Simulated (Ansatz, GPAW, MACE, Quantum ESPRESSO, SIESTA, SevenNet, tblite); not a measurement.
**Glassy 80SiO2-20Li2O (mol %) (75 atoms): one structure in several programs**

Wanted: errors and costs of other methods on glassy 80SiO2-20Li2O (mol %) (75 atoms). A plane-wave run serves as the reference.

Calculated with Ansatz 0.2.0; Kohn-Sham DFT, PBE, PAW, plane waves.

## (1) The structure

The cell holds 75 atoms: 20 Si, 10 Li and 45 O. Cell: a = 9.737 Å, b = 9.737 Å, c = 9.737 Å, α = 90.0°, β = 90.0°, γ = 90.0°. 75 atoms (20 Si, 10 Li, 45 O) placed at random at 2.26 g/cm³, melted at 4000 K for 10 ps at fixed volume with the Morse and Coulomb pair potential with partial charges (Pedone, Malavasi, Menziani, Cormack and Segre, J. Phys. Chem. B 110, 11780 (2006)). Quenched from 1800 K to 300 K at 20 K/ps and fixed volume, held 10 ps at zero pressure. Then every atom was moved at random, 0.02 Å r.m.s. a Cartesian component.

## (2) The reference run

The PAW files are the set soft_2.

Contents of input.yaml:

```yaml
crystal:
  lattice:
    - [9.73665, 0.0, 0.0]
    - [0.0, 9.73665, 0.0]
    - [0.0, 0.0, 9.73665]
  atoms:
    - { symbol: Si, position: [0.99579, 0.36763, 0.61173] }
    - { symbol: Si, position: [0.95708, 0.45855, 0.07087] }
    - { symbol: Si, position: [0.51183, 0.59902, 0.12015] }
    - { symbol: Si, position: [0.72419, 0.08424, 0.96941] }
    [... 65 atom lines left out ...]
    - { symbol: O, position: [0.29582, 0.21377, 0.50519] }
    - { symbol: O, position: [0.84311, 0.15137, 0.87569] }
    - { symbol: O, position: [0.03148, 0.99361, 0.41507] }
    - { symbol: O, position: [0.89264, 0.45028, 0.69857] }
    - { symbol: O, position: [0.46231, 0.83079, 0.78805] }
    - { symbol: O, position: [0.94796, 0.68891, 0.78571] }
kpoints:
  mp_grid: { grid: [1, 1, 1] }
hamiltonian:
  xc: pbe
scf:
  occupations: { method: fermi_dirac, width: 0.05 }
output:
  forces: true
  eigenvalues: true
  populations: true
  stress: true
```

Run with:

```bash
ansatz run input.yaml --threads 4 --pin off --max-ram 8192MiB --backend cpu --events-out ev --progress --plain --runs-dir out
```

The log of the run:

```text
[...]
Pseudopotentials: kind: paw
Pseudopotential: Si, paw, valence charge 4, recommended cutoff 420 eV (normal), Si.paw.azcp
Pseudopotential: Li, paw, valence charge 3, recommended cutoff 420 eV (normal), Li.paw.azcp
Pseudopotential: O, paw, valence charge 6, recommended cutoff 420 eV (normal), O.paw.azcp
[... 5 lines on functional and potentials left out ...]
Crystal: 75 atoms, lattice volume = 923.057 Å³
Basis set: ecut = 420 eV, 17941 PW (Γ), exchange–correlation on 144×144×144 points (8 copies of the dense FFT grid, shifted against one another)
Bands: 265, of which v1, the nominal top of the filled ones, is band 190 counted from 1 (189 counted from 0)
Symmetry: 1 space group operations
Space group: P1 (ITA 1), of the structure as read, at distance tolerance 9.7e-5 Å
k-points: 1
[... 7 lines on functional and potentials left out ...]
Initial density: superposition of atomic densities (neutral atoms: chi_scale 0, normalization atom), corrected by the library's trained network
Initial wavefunctions: pseudopotential atomic-orbital guess
[...]
SCF iter   1: F=—  HF=-40371.903473 eV  |F-HF|=—  |Δ(HF+E_count)|=         —  Δρ=2.34e-3  dr2=7.97e-2  ethr=1.77e-3  ⟨swp⟩=6.0  Hψ=1268  notcnv=0  defer=37
preconditioner: auto → Resta (q_TF=auto, 2.353 Å⁻¹)  ε∞=3.0  [insulator: Δε(μ)=3.513 eV  Ē_g=16.260 eV  σ=0.050 eV  W_gap=1.00  n_scr=202 (ndim 8)  ℏωp=23.2 eV  f_vac=0.133  D(μ)=0.00/eV (n_scr^D=0)  ε∞_Penn≈3.0]
[...]
SCF iter   8: F=—  HF=-40371.896845 eV  |F-HF|=—  |Δ(HF+E_count)|=   5.29e-7  Δρ=5.23e-6  dr2=2.27e-7  ethr=3.07e-10  ⟨swp⟩=2.0  Hψ=345  notcnv=0  defer=71
SCF iter   9: F=-40371.896845 eV  HF=-40371.896845 eV  |F-HF|=1.39e-8  |Δ(HF+E_count)|=   5.45e-8  Δρ=1.46e-6  dr2=2.04e-8  ethr=2.63e-11  ⟨swp⟩=16.0  Hψ=1543  notcnv=0
SCF 1 converged in 9 iterations: F = -40371.896845 eV  dr2 = 2.04e-8
[...]
SCF converged after 9 iterations
Free energy (F): -40371.896845 eV
Harris-Foulkes:  -40371.896845 eV  (|F-HF|=1.39e-8)
Internal energy: -40371.896845 eV  (E = F + TS)
E sigma→0 (E₀):  -40371.896845 eV
Fermi energy:    5.738112 eV
--- Per-component energies (eV) ---
[...]
Σ components = -40371.896845   (vs F -40371.896845, Δ=0.00e0)
--- Forces (eV/Å), atoms counted from 1 ---
  atom   1  Si     0.16030099    -2.01949486    -1.05640501
  atom   2  Si    -3.15338220    -4.65428056    -1.17938257
  atom   3  Si     2.78338505    -1.75474683    -1.70361408
  atom   4  Si    -1.04293502    -0.59275280     0.06154626
[...]
atom  75  O     -0.66253971     0.85752498    -0.36445897
  max |Σ_I F_I| component: 6.79e-5 eV/Å
--- Stress (GPa, compression-positive) ---
        5.929952       0.096354       1.097841
        0.096351       8.209789       1.748854
        1.097845       1.748850       6.121544
  P = ⅓ Tr σ = 6.7538 GPa (67.538 kbar)
--- Band table (eV) ---
  k-point 0: bands = ["-41.2396", "-41.1395", "-41.0195", "-40.4450", [... 249 levels ...], "13.7326", "13.7566", "13.8463", "13.9095", "13.9589", "13.9907", "14.0271", "14.1216", "14.1554", "14.2374", "14.2693", "14.3009"]
--- Löwdin populations: 75 sites ---
  site symbol       q [e]
     0     Si      2.2033
     1     Si      2.2617
     2     Si      2.2283
[...]
74      O      6.7899
  spilling = 0.013018 (of n_electrons = 380.000000)
```

Run time: 16 s. Hardware: 4 threads of Arm Neoverse N1, shared host; peak memory 1.1 GiB.

The run gave:

| Item | Value |
| --- | --- |
| free energy | -40371.8968 eV |
| free energy per atom | -538.2920 eV/atom |
| SCF cycles | 9 |
| pressure | 6.754 GPa |
| r.m.s. force component | 1.532 eV/Å |
| longest force | 8.067 eV/Å |
| Fermi energy | 5.738 eV |
| gap (highest filled to lowest empty level) | 3.347 eV |
| spilling of the projection | 0.01302 |

Length of the force by element:

| element | coordination | atoms | mean length of the force (eV/Å) | spread | least | most |
| --- | --- | --- | --- | --- | --- | --- |
| Li | all | 10 | 0.691 | 0.386 | 0.159 | 1.35 |
| O | all | 45 | 2.24 | 1.45 | 0.545 | 8.07 |
| Si | all | 20 | 2.94 | 1.17 | 1.20 | 5.74 |

Löwdin charges by element (they lack the spilled electrons, 0.066 e an atom on average):

```csv
element,coordination,atoms,mean charge (e),spread,least,most
Li,all,10,0.802,0.0159,0.776,0.833
O,all,45,-0.844,0.0835,-1.04,-0.771
Si,all,20,1.74,0.0372,1.66,1.81
```

The levels nearest the highest filled one (over half full), pooled over k-points and spins:

```
level less the highest filled one (eV)  occupation
                                -0.684           2
                                -0.576           2
                                -0.523           2
                                -0.327           2
                                -0.113           2
                                     0           2
                                  3.35           0
                                  4.79           0
                                  4.88           0
                                  4.97           0
                                  5.27           0
                                  5.43           0
```

The run ends at a pressure of 6.75 GPa, with forces up to 8.1 eV/Å.

## (3) Local order

Density 2.43 g/cm³, 12.31 Å³ an atom.

g(r), total and by pair (bins of 0.2 Å):

```csv
r (Å),total,O-O,O-Si,O-Li,Si-Si,Si-Li,Li-Li
1.40,0.06,0.00,0.19,0.00,0.00,0.00,0.00
1.60,3.87,0.00,12.12,0.00,0.00,0.00,0.00
1.80,0.32,0.00,0.27,1.42,0.00,0.00,0.00
2.00,0.49,0.00,0.00,3.08,0.00,0.00,0.00
2.20,0.25,0.00,0.00,1.20,0.00,0.00,3.04
2.40,0.52,0.72,0.00,1.18,0.00,0.00,3.86
2.60,1.67,4.25,0.00,0.48,0.00,0.56,1.15
2.80,0.87,1.56,0.00,0.61,0.45,2.31,0.89
3.00,0.61,0.60,0.18,0.36,2.83,0.81,0.86
3.20,1.10,1.06,0.52,0.73,3.13,3.04,0.00
3.40,0.99,0.85,1.13,0.99,0.32,1.60,1.92
3.60,1.18,1.05,1.63,1.00,0.14,1.44,0.55
3.80,0.94,0.50,1.60,1.01,0.99,0.25,0.00
4.00,1.06,0.66,1.57,1.33,0.68,0.69,0.45
4.20,1.19,0.58,1.85,1.52,1.45,0.64,0.00
4.40,1.12,0.76,1.38,1.56,1.04,0.94,0.77
4.60,0.96,1.15,0.64,1.32,0.94,0.78,0.67
4.80,0.99,1.32,0.64,0.82,1.19,1.27,0.31
```

## (4) What was run beside it

The programs:
- GPAW 26.7.0: PAW with atomic orbitals (LCAO), plane waves or a real-space grid of spacing h.
- MACE: machine-learned potential, published weights.
- Quantum ESPRESSO 7.5: plane waves; labels (QE) give functional, pseudopotential set and cutoffs of waves/density.
- SIESTA 5.4.2: numerical atomic orbitals, whose automatically made sets are far from complete, with PseudoDojo norm-conserving potentials that we converted to its format (checked against plane waves on the same files for H, C, O, Si, Ge and Ca alone); labels give functional, basis size, energy shift and mesh cutoff.
- SevenNet: machine-learned potential, published weights.
- tblite 0.8.0: extended tight binding, driven from Python.

All use the same cell and atoms; the electronic-structure runs use the same k-mesh, and an electronic temperature of 580 K (0.05 eV) where levels are smeared.

Differences are against the plane-wave reference, forces as r.m.s. over components; share is that over the reference's r.m.s. force, slope the least-squares factor from reference forces to these. Total energies of different programs have different zeros and aren't compared.

| run | Δ force, r.m.s. (meV/Å) | share (%) | slope | Δ pressure (GPa) | Δ gap (eV) | cores | CPU time | memory (GiB) |
| --- | --- | --- | --- | --- | --- | --- | --- | --- |
| reference | - | - | - | - | - | 4 | 61 s | 1.1 |
| GPAW PBE, LCAO dzp, h 0.18 Å | 351 | 22.9 | 1.159 | - | -0.153 | 1 | 3.7 min | 1.4 |
| GPAW PBE, LCAO dzp, h 0.18 Å, other mixer settings | 351 | 22.9 | 1.159 | - | -0.153 | 2 | 5.2 min | 1.5 |
| GPAW PBE, LCAO dzp, h 0.22 Å (coarse) | 401 | 26.1 | 1.166 | - | -0.161 | 1 | 2.2 min | 0.76 |
| GPAW PBE, LCAO sz(dzp), h 0.18 Å (coarse) | 979 | 63.9 | 1.371 | - | -1.27 | 1 | 69 s | 1.1 |
| MACE MP-0b2 small potential | 105 | 6.82 | 0.976 | 0.395 | - | 1 | 11 s | 0.67 |
| MACE MPA-0 medium potential | 80.4 | 5.25 | 1.006 | 0.37 | - | 1 | 13 s | 1.0 |
| QE PBE+D3(BJ), sssp-1.3.0-efficiency, 60/480 Ry | 42.8 | 2.80 | 1.021 | -1.84 | 0.0121 | 2 | 12 min | 2.8 |
| QE PBE, sssp-1.3.0-efficiency, 60/480 Ry | 41.6 | 2.72 | 1.021 | 0.245 | 0.0121 | 2 | 11 min | 2.7 |
| QE PBE, sssp-1.3.0-efficiency, 60/480 Ry, rmm-davidson | 41.7 | 2.72 | 1.021 | 0.265 | 0.0121 | 4 | 11 min | 2.8 |
| SIESTA PBE, DZP, shift 0.01 Ry, mesh 500 Ry | 440 | 28.7 | 1.179 | 4.30 | -0.133 | 2 | 11 min | 2.2 |
| SIESTA PBE, SZ, shift 0.01 Ry, mesh 500 Ry (coarse) | 1062 | 69.3 | 1.435 | 19.2 | -1.35 | 1 | 3 min | 0.91 |
| SIESTA PBE, SZP, shift 0.01 Ry, mesh 500 Ry (coarse) | 716 | 46.7 | 1.332 | 9.34 | -0.180 | 2 | 8.7 min | 2 |
| SevenNet l3i5 potential | 55.4 | 3.62 | 1.000 | 0.164 | - | 1 | 16 s | 1.4 |
| tblite GFN1-xTB | 551 | 35.9 | 0.823 | 6.34 | - | 1 | 7.1 s | 0.11 |

Rows marked coarse were listed beforehand as settings not expected to be converged; some can still land near the reference.

Times of the machine-learned potentials are mostly Python's start and the loading of weights.

CPU time is summed over cores on a shared host, where runs went side by side, so it is rough. Symmetry, cutoffs, thresholds, outputs and thread counts weren't matched or tuned between programs; memory under MPI is the largest rank's times the ranks.

Mean charges by element (e), by run and scheme:

```
                                        run     scheme     Si     Li      O
                                  reference     Löwdin  +1.74  +0.80  -0.84
SIESTA PBE, DZP, shift 0.01 Ry, mesh 500 Ry  Hirshfeld  +0.46  +0.12  -0.23
                            tblite GFN1-xTB   Mulliken  +0.46  +0.34  -0.28
```

The reference's Löwdin charges lack the electrons that the projection spills, 0.066 e an atom on average.

Within one program, basis, potentials and functional, energies share a zero. Each run against its twin at the usual cutoff or grid and solver:

```csv
run,twin,Δ energy (meV/atom),"Δ force, r.m.s. (meV/Å)",CPU time over the twin's
"GPAW PBE, LCAO dzp, h 0.18 Å, other mixer settings","LCAO dzp, h 0.18 Å",0,1.59,1.4 (this twin ran on 1 cores)
"GPAW PBE, LCAO dzp, h 0.22 Å","LCAO dzp, h 0.18 Å",164,141,0.59
"QE PBE, sssp-1.3.0-efficiency, 60/480 Ry, rmm-davidson","sssp-1.3.0-efficiency, 60/480 Ry",0,0.475,0.98 (this twin ran on 2 cores)
```

## (5) Results

```yaml
reference_r_m_s_force_component: 1.53 eV/Å
nearest_in_forces: a tie at 2.7 % of 2 runs: QE PBE, sssp-1.3.0-efficiency, 60/480 Ry; QE PBE, sssp-1.3.0-efficiency, 60/480 Ry, rmm-davidson
farthest_in_forces: SIESTA PBE, SZ, shift 0.01 Ry, mesh 500 Ry (coarse), 69 %
cheapest_electronic_structure_run_beside_the_reference: tblite GFN1-xTB, 7.1 s of CPU time
```

What this shows: PBE on plane waves or a grid with other potentials, cutoffs or grids, coarse settings apart, differs from the reference by 2.7 % in each run of the r.m.s. force; this holds the reference's own error, so differences of a few per cent don't tell which side is nearer the exact PBE result (QE's 60 Ry are 816 eV, against the reference's 420 eV). The PBE runs in local orbitals, coarse settings apart, differ by 23 % (GPAW PBE, LCAO dzp, h 0.18 Å, other mixer settings) to 29 % (SIESTA PBE, DZP, shift 0.01 Ry, mesh 500 Ry); basis, grid and potentials can all enter. Tight binding differs by 36 % (tblite GFN1-xTB); it is another model, with fitted parameters of its own, and the xTB methods hold dispersion. Machine-learned potentials differ by 3.6 % (SevenNet l3i5 potential) to 6.8 % (MACE MP-0b2 small potential); they were trained on other programs' data. Rows with another functional or a dispersion term differ by 2.8 % (QE PBE+D3(BJ), sssp-1.3.0-efficiency, 60/480 Ry), which mixes the change of model with differences of basis and potentials. Runs with settings chosen to be coarse differ by 26 % (GPAW PBE, LCAO dzp, h 0.22 Å) to 69 % (SIESTA PBE, SZ, shift 0.01 Ry, mesh 500 Ry), their programs' other errors included. One electronic-structure run takes under half the reference's CPU time: tblite GFN1-xTB, at 36 % in 7.1 s against 61 s; its pressure misses by +6.3 GPa. SIESTA PBE, SZP, shift 0.01 Ry, mesh 500 Ry stiffens the forces by a factor of 1.33 while following their directions (correlation 0.971); the slopes of the 3 SIESTA runs lie between 1.18 and 1.44. At the same functional, gaps differ from the reference's 3.35 eV by between -1.35 and +0.01 eV. In pressure, SIESTA PBE, SZ, shift 0.01 Ry, mesh 500 Ry misses by +19.2 GPa, at the same functional. Charges hang on model, scheme and program or settings: among these rows the mean for Si runs from +0.46 to +1.74 e. In the reference: filled and empty levels are parted by 3.35 eV (at Γ alone); a semilocal functional tends to put such gaps too low. In a disordered cell it changes from sample to sample, and tail or defect levels can set it. In the reference: mean Löwdin charges: Li +0.80, O -0.84, Si +1.74 e (they miss 1.3 % of the electrons, so they add up to more than the cell's charge). Periodic xTB results under one method name differ between programs and library versions. The potentials hold different valence shells: 380 electrons in the reference, 360 in GPAW; this bears on time and differences. Machine-learned potentials mimic data converged in k, so the reference's own k-point error enters their differences. The quench rate of 20 K/ps is many orders above laboratory rates, so the cell is likely richer in defects and strain than a real sample. The network of bonds at the start is that of the classical potential that made the cell, and needn't be the one that DFT or experiment would give. The electronic-structure runs sample only Γ, in a cell whose shortest periodic width is 10 Å.

[Also dropped from logs without a mark: logging warnings of Python, and SIESTA's first energy breakdown and zero terms.]

[Logs are printed without paths, hosts, clocks, repeated set-up lines and the standing remarks that a program may print on its own settings, such as how far it seeks lower states.]

[Hosts, paths, dates, database ids (printed as entryN), source tags and the programs' standing remarks are cut or masked in the printed files.]
